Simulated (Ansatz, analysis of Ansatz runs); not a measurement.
# Local vibrational mode of the bond-centred H+ along c in ZnO (HSE06), part 2 of 2

Aim: the local vibrational mode of the bond-centred H+ along c in ZnO, to be set beside the measurement. Set-up: HSE06, 32-site cell, PBE lattice, 420 eV, k: the zone centre alone, anharmonic cut. The model is a cell of 32 host atoms with 1 H put in. The frequencies come from force constants among the defect atom and its neighbours, with the masses of the isotopes named. Exact exchange opens the gap, stiffens bonds and lessens the self-interaction error, at many times the cost.

Ansatz 0.2.0; HSE06, 32-site cell, PBE lattice, 420 eV, k: the zone centre alone, anharmonic cut.

So far: Starting point; Relaxation, charge +1.

## 2. Relaxation, charge +1 (continued)

Level of this step: plane-wave PAW DFT, HSE06; relaxation of all atoms of a defect supercell (Ansatz).

The steps of the relaxation:

```
step  energy less that of the first step (eV)  largest force component (eV/Å)
   1                                   0.0000                          2.7282
   2                                  -0.7145                          1.5850
   3                                  -1.0046                          0.7010
   4                                  -1.0559                          0.5261
   5                                  -1.0999                          0.1460
   6                                  -1.1023                          0.0238
   7                                  -1.1027                          0.0148
   8                                  -1.1027                          0.0014
```

The atoms that moved most (Å, from the sites as typed, ahead of the random displacement, the mean shift of all atoms taken out):

```
atom      dx      dy      dz  length
Zn17   0.001   0.000  -0.392   0.392
 O24   0.000   0.000   0.171   0.171
 Zn6  -0.090  -0.052   0.114   0.155
Zn30   0.000   0.104   0.114   0.154
Zn22   0.089  -0.052   0.114   0.153
Zn18   0.084  -0.048  -0.075   0.123
Zn26   0.000   0.097  -0.075   0.123
 Zn2  -0.084  -0.048  -0.075   0.122
```

The relaxed structure:

```xyz
33
Lattice="6.5590 0.0000 0.0000 -3.2795 5.6803 0.0000 0.0000 0.0000 10.5865" Properties=species:S:1:pos:R:3 pbc="T T T"
Zn   -0.0003    1.8889    2.6563
Zn    1.5556    0.8979   -0.0775
O     1.6131    0.9310    1.9384
O    -0.0008    1.8716    4.6480
Zn   -0.0007    1.9279    7.9400
Zn    1.5490    0.8942    5.4052
O     1.6471    0.9507    7.3635
O    -0.0003    1.9211    9.9078
Zn   -1.6436    4.7351    2.6564
Zn   -0.0004    3.7863    0.0505
O    -0.0005    3.7863    2.0365
O    -1.6589    4.7437    4.6481
Zn   -1.6101    4.7155    7.9401
Zn   -0.0007    3.7863    5.2690
O    -0.0006    3.7863    7.2349
O    -1.6158    4.7190    9.9079
Zn    3.2796    1.8929    1.8025
Zn    5.0028    0.8977   -0.0779
O     4.9460    0.9306    1.9378
O     3.2783    1.8929    4.9239
Zn    3.2789    1.8929    8.0241
Zn    5.0080    0.8945    5.4044
O     4.9106    0.9509    7.3629
O     3.2792    1.8929   10.1149
Zn    1.6428    4.7350    2.6563
Zn    3.2791    3.8832   -0.0777
O     3.2792    3.8172    1.9381
O     1.6575    4.7437    4.6480
Zn    1.6089    4.7156    7.9398
Zn    3.2788    3.8900    5.4048
O     3.2789    3.7771    7.3632
O     1.6149    4.7189    9.9076
H     3.2768    1.8929    3.9660
```

Neighbours of H33 at the end:

```
atom  distance (Å)
 O20         0.958
Zn17         2.163
 Zn6         2.460
Zn30         2.461
Zn22         2.462
  O3         2.794
 O27         2.796
 O19         2.797
```

Read from the output:

```
free energy : -62205.3573 eV
```

The relaxation ends 33 meV an atom lower than the displaced start, with a largest force component of 0.0014 eV/Å.

## 3. Local vibrational modes

A local mode lives on the defect and the atoms next to it, so only the sites listed in the input are displaced, which costs far fewer SCF runs than the whole cell would.

This step: plane-wave PAW DFT, HSE06; finite-displacement force constants among the atoms nearest to a defect, the others at rest.

modes/input.yaml reads:

```yaml
crystal:
  lattice:
    - [6.55903994, 0.0, 0.0]
    - [-3.27951997, 5.68029521, 0.0]
    - [0.0, 0.0, 10.58650211]
  atoms:
    - { symbol: Zn, position: [0.166228634, 0.332541771, 0.250916485] }
    - { symbol: Zn, position: [0.316204472, 0.158067184, -0.007316333] }
    - { symbol: O, position: [0.327875474, 0.163894162, 0.183100027] }
    - { symbol: O, position: [0.164629279, 0.329489399, 0.439052498] }
[... 1 atom line left out ...]
    - { symbol: Zn, position: [0.314872146, 0.157423721, 0.510572228] }
[... 5 atom lines left out ...]
    - { symbol: O, position: [0.164635037, 0.835109658, 0.43906144] }
[... 4 atom lines left out ...]
    - { symbol: Zn, position: [0.666641134, 0.333245272, 0.170263293] }
[... 1 atom line left out ...]
    - { symbol: O, position: [0.835983409, 0.163831338, 0.183043771] }
    - { symbol: O, position: [0.666431519, 0.333239264, 0.465107689] }
[... 1 atom line left out ...]
    - { symbol: Zn, position: [0.842266844, 0.157477397, 0.510503197] }
[... 4 atom lines left out ...]
    - { symbol: O, position: [0.835952566, 0.67200693, 0.183069896] }
    - { symbol: O, position: [0.670264495, 0.835119969, 0.439045578] }
[... 1 atom line left out ...]
    - { symbol: Zn, position: [0.8422938, 0.684817198, 0.510536963] }
[... 2 atom lines left out ...]
    - { symbol: H, position: [0.66619673, 0.333233191, 0.374625146] }
total_charge: 1
basis:
  ecutwfc: 420
  xc_grid: 2
hamiltonian:
  xc: hse06
kpoints:
  mp_grid: { grid: [1, 1, 1] }
scf:
  occupations: { method: fermi_dirac, width: 0.01 }
  max_iter: 120
output: {}
checkpoint:
  read: "../relax.run"
phonons:
  supercell: [1, 1, 1]
  displaced_sites: [19, 32]
```

The run is started by

```console
$ ansatz run input.yaml --threads 4 --pin off --max-ram 7536MiB --backend cpu --events-out ev --progress --plain --runs-dir out
```

Numbers of over 12 decimals in the logs are rounded to 6 here.

Output:

```text
[...]
Warning: basis.xc_grid 2: finite-displacement phonons take 3 at the least, and a number is run as typed, so the frequencies can be off [figures from the program's tests cut]. [...]
[...]
Crystal: 33 atoms, lattice volume = 394.424 Å³
Basis set: ecut = 420 eV, 7607 PW (Γ), exchange–correlation on 90×90×144 points (8 copies of the dense FFT grid, shifted against one another)
Bands: 177, of which v1, the nominal top of the filled ones, is band 144 counted from 1 (143 counted from 0)
Symmetry: 1 space group operations
k-points: 1
[...]
Stability of the state it starts from, as read at its close in the unpolarized treatment: not read, because the functional holds exact exchange (a hybrid, or Hartree-Fock), whose exchange loop this test does not read (fock_operator)
[...]
Frozen-core exchange: fock
[...]
max |Σ_I F_I| component: 4.44e-5 eV/Å
--- Band table (eV) ---
[...]
--- Phonons: 12 displaced members + reference (amplitude 0.0025 Å, Σ member SCF iterations 178) ---
  symmetry images taken by strict's conditions (phonons.symmetry_images: auto; settled by no image being taken that strict refuses)
  force constants formed among 2 of 33 sites (O 19, H 32); the other 31 at rest. The modes move the named sites alone.
  the frequencies, the zero-point energy and the sums are of the block with the acoustic sum rule laid on its rows. Row sums over every site: 9.7e-4 eV/Å² at the most
  transpose residual: 4.4e-5 eV/Å²
  largest component of a force at the reference: 1.4e-3 eV/Å on a named site, 1.4e-3 eV/Å on a site at rest
  frequencies among the named sites at Γ of the cell (cm⁻¹): 306.83 341.76 342.01 621.41 621.48 3857.56
  unstable modes among the named sites: 0
  frequencies as built, with no sum rule (cm⁻¹): 306.87 341.76 342.01 621.41 621.49 3857.58
  zero-point energy: 0.377596 eV/cell   skipped modes (ω ≤ 0): 0
  not written: the harmonic force-constant file, the file of eigenvectors (these modes' are written with the force constants), the density of states and the dispersion, which are of every site
[key lines of the parts left out:]
Free energy (F): -62205.357341 eV
Fermi energy:    6.861046 eV
```

Wall time 2.9 min (4 threads of Intel Xeon Platinum 8559C (Emerald Rapids), shared host); peak memory 1.2 GiB; 11 min of CPU time.

Reading the cycles: dr2 is the Hartree energy of the density residual (eV), the measure of convergence; HF is the Harris–Foulkes estimate of the energy, which meets the free energy F at convergence.

Numbers from this step:

| Item | Value |
| --- | --- |
| free energy | -62205.3573 eV |

The modes with the largest weight on the probed atoms (the light atom of a pair), for the masses of each isotope. Modes of the displaced atoms (local only where they lie over the host's phonons):

```
isotopes  mode (cm⁻¹)  share of the defect atoms
       H         3858                      0.944
       H        621.5                       0.87
       H        621.5                      0.871
       D         2804                      0.894
       D        478.6                      0.592
       D        478.4                      0.592
```

## 4. Point 1 along the mode

A light atom samples the curved part of its well, so the energy is mapped along the mode and the one-dimensional Schrödinger equation solved on it.

This step: plane-wave PAW DFT, HSE06; single point of a defect supercell.

cut0/input.yaml, as its differences from modes/input.yaml of step 3:

```diff
@@ -18,3 +18,3 @@
     - { symbol: O, position: [0.835983409, 0.163831338, 0.183043771] }
-    - { symbol: O, position: [0.666431519, 0.333239264, 0.465107689] }
+    - { symbol: O, position: [0.666427464, 0.333239159, 0.463545618] }
 [... 1 atom line left out ...]
@@ -27,3 +27,3 @@
 [... 2 atom lines left out ...]
-    - { symbol: H, position: [0.66619673, 0.333233191, 0.374625146] }
+    - { symbol: H, position: [0.666257773, 0.333234754, 0.400269187] }
 total_charge: 1
@@ -39,7 +39,5 @@
   max_iter: 120
-output: {}
+output:
+  forces: true
 checkpoint:
   read: "../relax.run"
-phonons:
-  supercell: [1, 1, 1]
-  displaced_sites: [19, 32]
```

Output:

```text
[...]
Warning: checkpoint.read: the run can stay near the saved state's solution: 2 site(s) moved relative to the saved geometry (max |Δs| = 2.564e-2 fractional); [...]
[...]
Crystal: 33 atoms, lattice volume = 394.424 Å³
Basis set: ecut = 420 eV, 7607 PW (Γ), exchange–correlation on 90×90×144 points (8 copies of the dense FFT grid, shifted against one another)
Bands: 177, of which v1, the nominal top of the filled ones, is band 144 counted from 1 (143 counted from 0)
Symmetry: 1 space group operations
[...]
k-points: 1
[...]
SCF iter   5: F=—  HF=-62202.293908 eV  |F-HF|=—  |Δ(HF+E_count)|=   8.69e-3  Δρ=7.04e-4  dr2=1.36e-3  ethr=5.19e-7  ⟨swp⟩=3.0  Hψ=824  notcnv=0
eigensolver tolerance schedule: the retry pair's looser diagonalisation over-reported the residual by 0.10 of it (diagonalisation noise at 0.10 of the residual, at the tolerance the schedule requests for it); [...]
[...]
Internal energy: -62200.689772 eV  (E = F + TS)
E sigma→0 (E₀):  -62200.689772 eV
Fermi energy:    6.873329 eV
[...]
--- Forces (eV/Å), atoms counted from 1 ---
  atom   1  Zn     0.00026547    -0.01811355    -0.05626377
  atom   2  Zn     0.00540997     0.00308998     0.02509852
  atom   3  O     -0.02766837    -0.01599737     0.00843329
  [... 2 atoms left out ...]
  atom   6  Zn    -0.02894014    -0.01679361     0.07299991
  [... 5 atoms left out ...]
  atom  12  O     -0.00417265     0.00242026     0.04067507
  [... 4 atoms left out ...]
  atom  17  Zn    -0.00067932     0.00001499     0.21452567
  [... 1 atom left out ...]
  atom  19  O      0.02701159    -0.01563410     0.00911698
  atom  20  O      0.07717766     0.00173689    47.06802473
  [... 1 atom left out ...]
  atom  22  Zn     0.02856510    -0.01640074     0.07286452
  [... 4 atoms left out ...]
  atom  27  O     -0.00002245     0.03148846     0.00876530
  [... 2 atoms left out ...]
  atom  30  Zn     0.00009745     0.03319487     0.07292870
  [... 2 atoms left out ...]
  atom  33  H     -0.07562579    -0.00171881   -47.48031002
  max |Σ_I F_I| component: 2.12e-4 eV/Å
--- Band table (eV) ---
[...]
[key lines of the parts left out:]
Free energy (F): -62200.689772 eV
```

Wall time 14 s (4 threads); peak memory 1.1 GiB.

This step gave:

```yaml
free_energy: -62200.6898 eV
```

The series, run alike:

```
                   run    outcome  energy less the first (eV)  moment (μB)  time
point 1 along the mode  converged                      0.0000         0.00  14 s
point 2 along the mode  converged                     -2.6824         0.00  18 s
point 3 along the mode  converged                     -3.9014         0.00  17 s
point 4 along the mode  converged                     -4.5081         0.00  18 s
point 5 along the mode  converged                     -4.5530         0.00  17 s
point 6 along the mode  converged                     -4.2747         0.00  17 s
point 7 along the mode  converged                     -3.9315         0.00  17 s
point 8 along the mode  converged                     -3.4911         0.00  18 s
point 9 along the mode  converged                     -3.0328         0.00  17 s
```

## 5. Anharmonic fundamental

Analysis of the runs above: one-dimensional Schroedinger equation on a polynomial through HSE06 energies along the local mode.

It gives:

| Item | Value |
| --- | --- |
| stretch | 3699 cm⁻¹ |
| stretch d | 2715 cm⁻¹ |
| stretch harmonic | 3858 cm⁻¹ |
| stretch d harmonic | 2804 cm⁻¹ |

Energy against normal coordinate:

```
normal coordinate (amu½ Å)  energy (eV)
                    -0.280         4.67
                    -0.206         1.99
                    -0.140        0.766
                    -0.070        0.159
                     0.000            0
                     0.070        0.115
                     0.140        0.393
                     0.206        0.736
                     0.280         1.18
                     0.355         1.63
```

## 6. What came out

```
distance from the defect atom to its nearest neighbour : 0.958 Å
O-H stretch, 1H                                        : 3699 cm⁻¹
O-D stretch, 2H                                        : 2715 cm⁻¹
time of the whole chain                                : 7.3 min on 4 threads
```

O-H stretch, 1H: computed 3699 cm⁻¹, measured 3611.3 cm⁻¹; 87 cm⁻¹ (2 %) above the measurement. O-D stretch, 2H: computed 2715 cm⁻¹, measured 2668 cm⁻¹; 47 cm⁻¹ (2 %) above the measurement. The anharmonic cut moves the O-H stretch, 1H from 3858 to 3699 cm⁻¹; a straight cut leaves out the coupling to the other modes. Only the named neighbours move, so modes near the host's band are approximate. Limits: the zone centre alone is a coarse sampling for this cell; the periodic copies of the defect are only 6.6 Å apart.

[Logs are printed without paths, hosts, clocks, repeated set-up lines and the standing remarks that a program may print on its own settings, such as how far it seeks lower states.]

[Hosts, paths, dates, database ids (printed as entryN), source tags and the programs' standing remarks are cut or masked in the printed files.]

[For some hosts the program warned that the k-mesh of the response run may be too coarse for force constants and the static dielectric constant; such warnings are not shown here.]
